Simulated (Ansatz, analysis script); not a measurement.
# Fixed-spin-moment curve of FeSb, part 2 of 2

Aim: the energy of FeSb as its total moment is fixed at a series of values, and its answer to a field.

Ansatz 0.2.0; PBEsol, PAW set soft_1 (files made for PBE).

So far. Step 3 (The same state on a denser mesh): The run ends ferromagnetic, with a net moment of 2.98 μB a cell, against 2.97 μB on the first mesh. Step 4 (Without spin): The free collinear run lies 324 meV below it.

The database entry behind the starting cell differs from later determinations by our own check (0.1 to 0.3 % short, probably kX units), so it need not match the best structure at ambient conditions.

### 6. Total moment fixed at 0.431 μB

Level of this step: Ansatz DFT, collinear, total moment fixed by two Fermi levels; PBEsol, PAW set soft_1; PAW set soft_1 (Ansatz).

Two Fermi levels, one a spin, hold the total moment exactly, which reaches states that a free run would leave.

Input file input.yaml:

```yaml
crystal:
  lattice:
    - [4.06, 0.0, 0.0]
    - [-2.03, 3.5160631394, 0.0]
    - [0.0, 0.0, 5.13]
  atoms:
    - { symbol: Fe, position: [0.0, 0.0, 0.0], spin: 0.2155 }
    - { symbol: Fe, position: [0.0, 0.0, 0.5], spin: 0.2155 }
    - { symbol: Sb, position: [0.3333333333, 0.6666666667, 0.25] }
    - { symbol: Sb, position: [0.6666666667, 0.3333333333, 0.75] }
magnetization:
  spin_polarized: true
  initial_magnetization: 0.431
  spin_locking: { lock_magnetization: hard }
kpoints:
  mp_grid: { grid: [11, 11, 8] }
hamiltonian:
  xc: pbesol
  pseudopotentials: { kind: paw, azcp: { folder: soft_1 }, xc_functional: pbe }
scf:
  occupations: { method: fermi_dirac, width: 0.05 }
  max_iter: 120
  convergence: { dr2_threshold: 1.0e-08 }
  lower_state_search: "off"
basis:
  ecutwfc: 420.0
```

Started as:

```console
ansatz run input.yaml --threads 1 --pin off --max-ram 2560MiB --backend cpu --events-out ev --progress --plain --runs-dir out
```

Numbers of over 12 decimals in the logs are rounded to 6 here.

What it wrote:

```text
[...]
Crystal: 4 atoms, lattice volume = 73.232 Å³
Basis set: ecut = 420 eV, 1421 PW (Γ)
Bands: 38, of which v1, the nominal top of the filled ones, is band 31 counted from 1 (30 counted from 0)
Symmetry: 24 space group operations
[...]
k-points: 80 of 968
[...]
Starting moments: Σ|m| = 0.431 μB on 2 of 4 sites
[...]
SCF iter   1: F=—  HF=-21716.485757 eV  |F-HF|=—  |Δ(HF+E_count)|=         —  Δρ=7.48e-2 (↑7.48e-2 ↓7.08e-2)  dr2=2.33e1  dr2_m=7.50e-3  M=0.431 μB ∫|m|=0.496 μB  β_m=0.30  ethr=3.10e-3  ⟨swp⟩=6.1  Hψ=23291  notcnv=0
[...]
SCF iter  15: F=-21713.666748 eV  HF=-21713.666748 eV  |F-HF|=3.16e-9  |Δ(HF+E_count)|=   1.13e-9  Δρ=1.23e-6 (↑9.28e-7 ↓1.23e-6)  dr2=3.07e-9  dr2_m=7.75e-11  M=0.431 μB ∫|m|=0.762 μB  ethr=1.13e-11  ⟨swp⟩=1.0  Hψ=13669  notcnv=0
SCF 1 converged in 15 iterations: F = -21713.666748 eV  dr2 = 3.07e-9
[...]
SCF converged after 15 iterations
Stability checked in part: among states of this total moment the steps that led to this state did not find it unstable. No probe was made; neither looks for a lower state of another moment (fixed_total_moment; see scf.lower_state_search)
Magnetization: 0.4310 μB (31.2155 up, 30.7845 down)
Absolute magnetization: 0.7635 μB (∫|ρ↑−ρ↓|, with the PAW one-centre terms)
[...]
Per-site moments (μB) at R_I (Å): [(0.287735, 1.0580625), (0.287735, 1.0580625), (-0.028187, 1.102181), (-0.028187, 1.102181)]
Free energy (F): -21713.666748 eV
[...]
Internal energy: -21713.616173 eV  (E = F + TS)
E sigma→0 (E₀):  -21713.641460 eV
Entropy (-TS):   -0.050575 eV (-12.644 meV/atom)
Fermi energy:    14.114947 (↑ 13.989073, ↓ 14.240822) eV
[...]
```

Elapsed: 33 s, on 1 thread of Arm Neoverse V1, shared host; peak memory 0.52 GiB.

The energy is -29.1 meV from the state without spin, and the largest site carries 0.288 μB.

### 7. Total moment fixed at 0.861 μB

input.yaml, the sections that differ from step 6:

```yaml
crystal:
  lattice:
    - [4.06, 0.0, 0.0]
    - [-2.03, 3.5160631394, 0.0]
    - [0.0, 0.0, 5.13]
  atoms:
    - { symbol: Fe, position: [0.0, 0.0, 0.0], spin: 0.4305 }
    - { symbol: Fe, position: [0.0, 0.0, 0.5], spin: 0.4305 }
    - { symbol: Sb, position: [0.3333333333, 0.6666666667, 0.25] }
    - { symbol: Sb, position: [0.6666666667, 0.3333333333, 0.75] }
magnetization:
  spin_polarized: true
  initial_magnetization: 0.861
  spin_locking: { lock_magnetization: hard }
# kpoints, hamiltonian, scf, basis: as in step 6
```

What it wrote:

```text
[...]
Crystal: 4 atoms, lattice volume = 73.232 Å³
Basis set: ecut = 420 eV, 1421 PW (Γ)
Bands: 38, of which v1, the nominal top of the filled ones, is band 31 counted from 1 (30 counted from 0)
Symmetry: 24 space group operations
[...]
k-points: 80 of 968
[...]
Starting moments: Σ|m| = 0.861 μB on 2 of 4 sites
[...]
Absolute magnetization: 1.3609 μB (∫|ρ↑−ρ↓|, with the PAW one-centre terms)
[...]
Per-site moments (μB) at R_I (Å): [(0.546380, 1.0580625), (0.546380, 1.0580625), (-0.047079, 1.102181), (-0.047079, 1.102181)]
Free energy (F): -21713.734514 eV
[...]
Internal energy: -21713.697898 eV  (E = F + TS)
E sigma→0 (E₀):  -21713.716206 eV
Entropy (-TS):   -0.036616 eV (-9.154 meV/atom)
Fermi energy:    14.109268 (↑ 13.934603, ↓ 14.283933) eV
[...]
[key lines of the parts left out:]
SCF converged after 13 iterations
Magnetization: 0.8610 μB (31.4305 up, 30.5695 down)
```

Elapsed: 27 s, on 1 thread; peak memory 0.52 GiB.

The energy is -96.8 meV from the state without spin, and the largest site carries 0.546 μB.

### 8. Total moment fixed at 2.153 μB

input.yaml, the sections that differ from step 7:

```yaml
crystal:
  lattice:
    - [4.06, 0.0, 0.0]
    - [-2.03, 3.5160631394, 0.0]
    - [0.0, 0.0, 5.13]
  atoms:
    - { symbol: Fe, position: [0.0, 0.0, 0.0], spin: 1.0765 }
    - { symbol: Fe, position: [0.0, 0.0, 0.5], spin: 1.0765 }
    - { symbol: Sb, position: [0.3333333333, 0.6666666667, 0.25] }
    - { symbol: Sb, position: [0.6666666667, 0.3333333333, 0.75] }
magnetization:
  spin_polarized: true
  initial_magnetization: 2.153
  spin_locking: { lock_magnetization: hard }
# kpoints, hamiltonian, scf, basis: as in step 7
```

What it wrote:

```text
[...]
Crystal: 4 atoms, lattice volume = 73.232 Å³
Basis set: ecut = 420 eV, 1421 PW (Γ)
Bands: 39, of which v1, the nominal top of the filled ones, is band 31 counted from 1 (30 counted from 0)
Symmetry: 24 space group operations
[...]
k-points: 80 of 968
[...]
Starting moments: Σ|m| = 2.153 μB on 2 of 4 sites
[...]
Absolute magnetization: 2.7666 μB (∫|ρ↑−ρ↓|, with the PAW one-centre terms)
[...]
Per-site moments (μB) at R_I (Å): [(1.211548, 1.0580625), (1.211548, 1.0580625), (-0.066408, 1.102181), (-0.066408, 1.102181)]
Free energy (F): -21713.924146 eV
[...]
Internal energy: -21713.890981 eV  (E = F + TS)
E sigma→0 (E₀):  -21713.907564 eV
Entropy (-TS):   -0.033165 eV (-8.291 meV/atom)
Fermi energy:    14.154220 (↑ 14.060377, ↓ 14.248062) eV
[...]
[key lines of the parts left out:]
SCF converged after 12 iterations
Magnetization: 2.1530 μB (32.0765 up, 29.9235 down)
```

It took 27 s on 1 thread; peak memory 0.52 GiB.

The energy is -286 meV from the state without spin, and the largest site carries 1.21 μB.

### 9. Total moment fixed at 3.876 μB

input.yaml, the sections that differ from step 8:

```yaml
crystal:
  lattice:
    - [4.06, 0.0, 0.0]
    - [-2.03, 3.5160631394, 0.0]
    - [0.0, 0.0, 5.13]
  atoms:
    - { symbol: Fe, position: [0.0, 0.0, 0.0], spin: 1.938 }
    - { symbol: Fe, position: [0.0, 0.0, 0.5], spin: 1.938 }
    - { symbol: Sb, position: [0.3333333333, 0.6666666667, 0.25] }
    - { symbol: Sb, position: [0.6666666667, 0.3333333333, 0.75] }
magnetization:
  spin_polarized: true
  initial_magnetization: 3.876
  spin_locking: { lock_magnetization: hard }
# kpoints, hamiltonian, scf, basis: as in step 8
```

What it wrote:

```text
[...]
Crystal: 4 atoms, lattice volume = 73.232 Å³
Basis set: ecut = 420 eV, 1421 PW (Γ)
Bands: 40, of which v1, the nominal top of the filled ones, is band 31 counted from 1 (30 counted from 0)
Symmetry: 24 space group operations
[...]
k-points: 80 of 968
[...]
Starting moments: Σ|m| = 3.876 μB on 2 of 4 sites
[...]
Absolute magnetization: 4.3423 μB (∫|ρ↑−ρ↓|, with the PAW one-centre terms)
[...]
Per-site moments (μB) at R_I (Å): [(1.996234, 1.0580625), (1.996234, 1.0580625), (-0.049605, 1.102181), (-0.049605, 1.102181)]
Free energy (F): -21713.910181 eV
[...]
Internal energy: -21713.868657 eV  (E = F + TS)
E sigma→0 (E₀):  -21713.889419 eV
Entropy (-TS):   -0.041523 eV (-10.381 meV/atom)
Fermi energy:    14.355974 (↑ 14.477343, ↓ 14.234605) eV
[...]
[key lines of the parts left out:]
SCF converged after 12 iterations
Magnetization: 3.8760 μB (32.9380 up, 29.0620 down)
```

Wall time 26 s (1 thread); peak memory 0.53 GiB.

The energy is -272 meV from the state without spin, and the largest site carries 2.00 μB.

The other 5 runs of this kind were made alike; their results stand in the table below.

### 10. No field, tight threshold

A field gives a second route to the same curve. A thousand tesla shift each spin by 58 meV, and the threshold is tightened so that small induced moments are resolved.

input.yaml, the sections that differ from step 9:

```yaml
crystal:
  lattice:
    - [4.06, 0.0, 0.0]
    - [-2.03, 3.5160631394, 0.0]
    - [0.0, 0.0, 5.13]
  atoms:
    - { symbol: Fe, position: [0.0, 0.0, 0.0], spin: 1.6 }
    - { symbol: Fe, position: [0.0, 0.0, 0.5], spin: 1.6 }
    - { symbol: Sb, position: [0.3333333333, 0.6666666667, 0.25] }
    - { symbol: Sb, position: [0.6666666667, 0.3333333333, 0.75] }
magnetization:
  spin_polarized: true
scf:
  occupations: { method: fermi_dirac, width: 0.05 }
  max_iter: 120
  convergence: { dr2_threshold: 1.0e-10 }
  lower_state_search: "off"
# kpoints, hamiltonian, basis: as in step 9
```

What it wrote:

```text
[...]
Crystal: 4 atoms, lattice volume = 73.232 Å³
Basis set: ecut = 420 eV, 1421 PW (Γ)
Bands: 40, of which v1, the nominal top of the filled ones, is band 31 counted from 1 (30 counted from 0)
Symmetry: 24 space group operations
[...]
k-points: 80 of 968
[...]
Starting moments: Σ|m| = 3.2 μB on 2 of 4 sites
[...]
Absolute magnetization: 3.5769 μB (∫|ρ↑−ρ↓|, with the PAW one-centre terms)
[...]
Per-site moments (μB) at R_I (Å): [(1.603763, 1.0580625), (1.603763, 1.0580625), (-0.065791, 1.102181), (-0.065791, 1.102181)]
Free energy (F): -21713.961860 eV
[...]
Internal energy: -21713.921117 eV  (E = F + TS)
E sigma→0 (E₀):  -21713.941489 eV
Entropy (-TS):   -0.040743 eV (-10.186 meV/atom)
Fermi energy:    14.254710 eV
[...]
[key lines of the parts left out:]
SCF converged after 18 iterations
Magnetization: 2.9818 μB (32.4909 up, 29.5091 down)
```

Wall time 39 s (1 thread); peak memory 0.53 GiB.

The net moment is 2.98 μB a cell.

### 11. Field of 1500 T

Changes to input.yaml since step 10:

```diff
@@ -12,2 +12,3 @@
   spin_polarized: true
+  magnetic_field: 1500.0
 kpoints:
```

What it wrote:

```text
[...]
Crystal: 4 atoms, lattice volume = 73.232 Å³
Basis set: ecut = 420 eV, 1421 PW (Γ)
Bands: 40, of which v1, the nominal top of the filled ones, is band 31 counted from 1 (30 counted from 0)
Symmetry: 24 space group operations
[...]
k-points: 80 of 968
[...]
Starting moments: Σ|m| = 3.2 μB on 2 of 4 sites
[...]
Absolute magnetization: 4.1276 μB (∫|ρ↑−ρ↓|, with the PAW one-centre terms)
[...]
Per-site moments (μB) at R_I (Å): [(1.884093, 1.0580625), (1.884093, 1.0580625), (-0.055503, 1.102181), (-0.055503, 1.102181)]
Free energy (F): -21714.251508 eV
[...]
Internal energy: -21714.212589 eV  (E = F + TS)
E sigma→0 (E₀):  -21714.232048 eV
Entropy (-TS):   -0.038919 eV (-9.730 meV/atom)
Fermi energy:    14.330804 eV
[...]
[key lines of the parts left out:]
SCF converged after 18 iterations
Magnetization: 3.6150 μB (32.8075 up, 29.1925 down)
```

It took 40 s on 1 thread; peak memory 0.53 GiB.

The net moment is 3.62 μB a cell.

The other 2 runs of this kind were made alike; their results stand in the table below.

### 12. E(M) and M(B)

Table of energy less the state without spin by total moment:

| total moment (μB/cell) | energy less the state without spin (meV/cell) |
| --- | --- |
| 0.00 | 0 |
| 0.43 | -29.1 |
| 0.86 | -96.8 |
| 1.29 | -172 |
| 1.72 | -238 |
| 2.15 | -286 |
| 2.58 | -317 |
| 3.02 | -324 |
| 3.45 | -312 |
| 3.88 | -272 |

The field that holds a moment is half the difference of the two Fermi levels over μB.

Field that holds the moment against total moment:

| total moment (μB/cell) | field that holds the moment (T) |
| --- | --- |
| 0.43 | -2175 |
| 0.86 | -3018 |
| 1.29 | -2908 |
| 1.72 | -2315 |
| 2.15 | -1621 |
| 2.58 | -681 |
| 3.02 | 61.3 |
| 3.45 | 973 |
| 3.88 | 2097 |

Site moments:

| total (μB) | Fe no. 1 (μB) | Fe no. 2 (μB) | Sb no. 3 (μB) | Sb no. 4 (μB) |
| --- | --- | --- | --- | --- |
| 0.431 | 0.2877 | 0.2877 | -0.0282 | -0.0282 |
| 0.861 | 0.5464 | 0.5464 | -0.0471 | -0.0471 |
| 1.292 | 0.7792 | 0.7792 | -0.0573 | -0.0573 |
| 1.723 | 0.9991 | 0.9991 | -0.063 | -0.063 |
| 2.153 | 1.212 | 1.212 | -0.0664 | -0.0664 |
| 2.584 | 1.419 | 1.419 | -0.0679 | -0.0679 |
| 3.015 | 1.619 | 1.619 | -0.0654 | -0.0654 |
| 3.446 | 1.81 | 1.81 | -0.0589 | -0.0589 |
| 3.876 | 1.996 | 1.996 | -0.0496 | -0.0496 |

Table of total moment by field:

| field (T) | total moment (μB/cell) |
| --- | --- |
| 0 | 2.98 |
| 300 | 3.14 |
| 600 | 3.30 |
| 1500 | 3.61 |

Three Landau terms miss the curve as a whole or at its small-moment end, and no Stoner analysis is made here.

### 13. Results

```yaml
state_of_the_free_run: ferromagnetic
net_moment_of_the_free_run: 2.98 μB
energy_of_the_free_run_from_the_state_without_spin: -324 meV a cell
lowest_of_the_fixed_moments_tried: M = 3.015 μB, -324 meV
dm_db_between_0_and_300_t: 0.533 μB a cell per 1000 T
```

What this shows: At this level the system is magnetic: the free run keeps 1.60 μB on the largest site. No other order was typed. Among the fixed moments, E(M) falls 324 meV below the state without spin and is lowest near 3.015 μB on this grid. The field acts on spins alone. The 13 fixed-moment and field runs took 6.9 min of wall time, added up. Energies are free energies at a smearing of 0.05 eV, and with partly filled levels differences shift, at times strongly, as the smearing goes to zero. In doubt: the program's search for lower states was switched off, so a lower magnetic state than those reached may exist.

[Logs and program files are shortened in this print: banners, set-up blocks, solver, clock and traceback lines can be left out without a mark of their own.]

[Logs are printed without paths, hosts, clocks, repeated set-up lines and the standing remarks that a program may print on its own settings, such as how far it seeks lower states.]

[Hosts, paths, dates, database ids (printed as entryN), source tags and the programs' standing remarks are cut or masked in the printed files.]
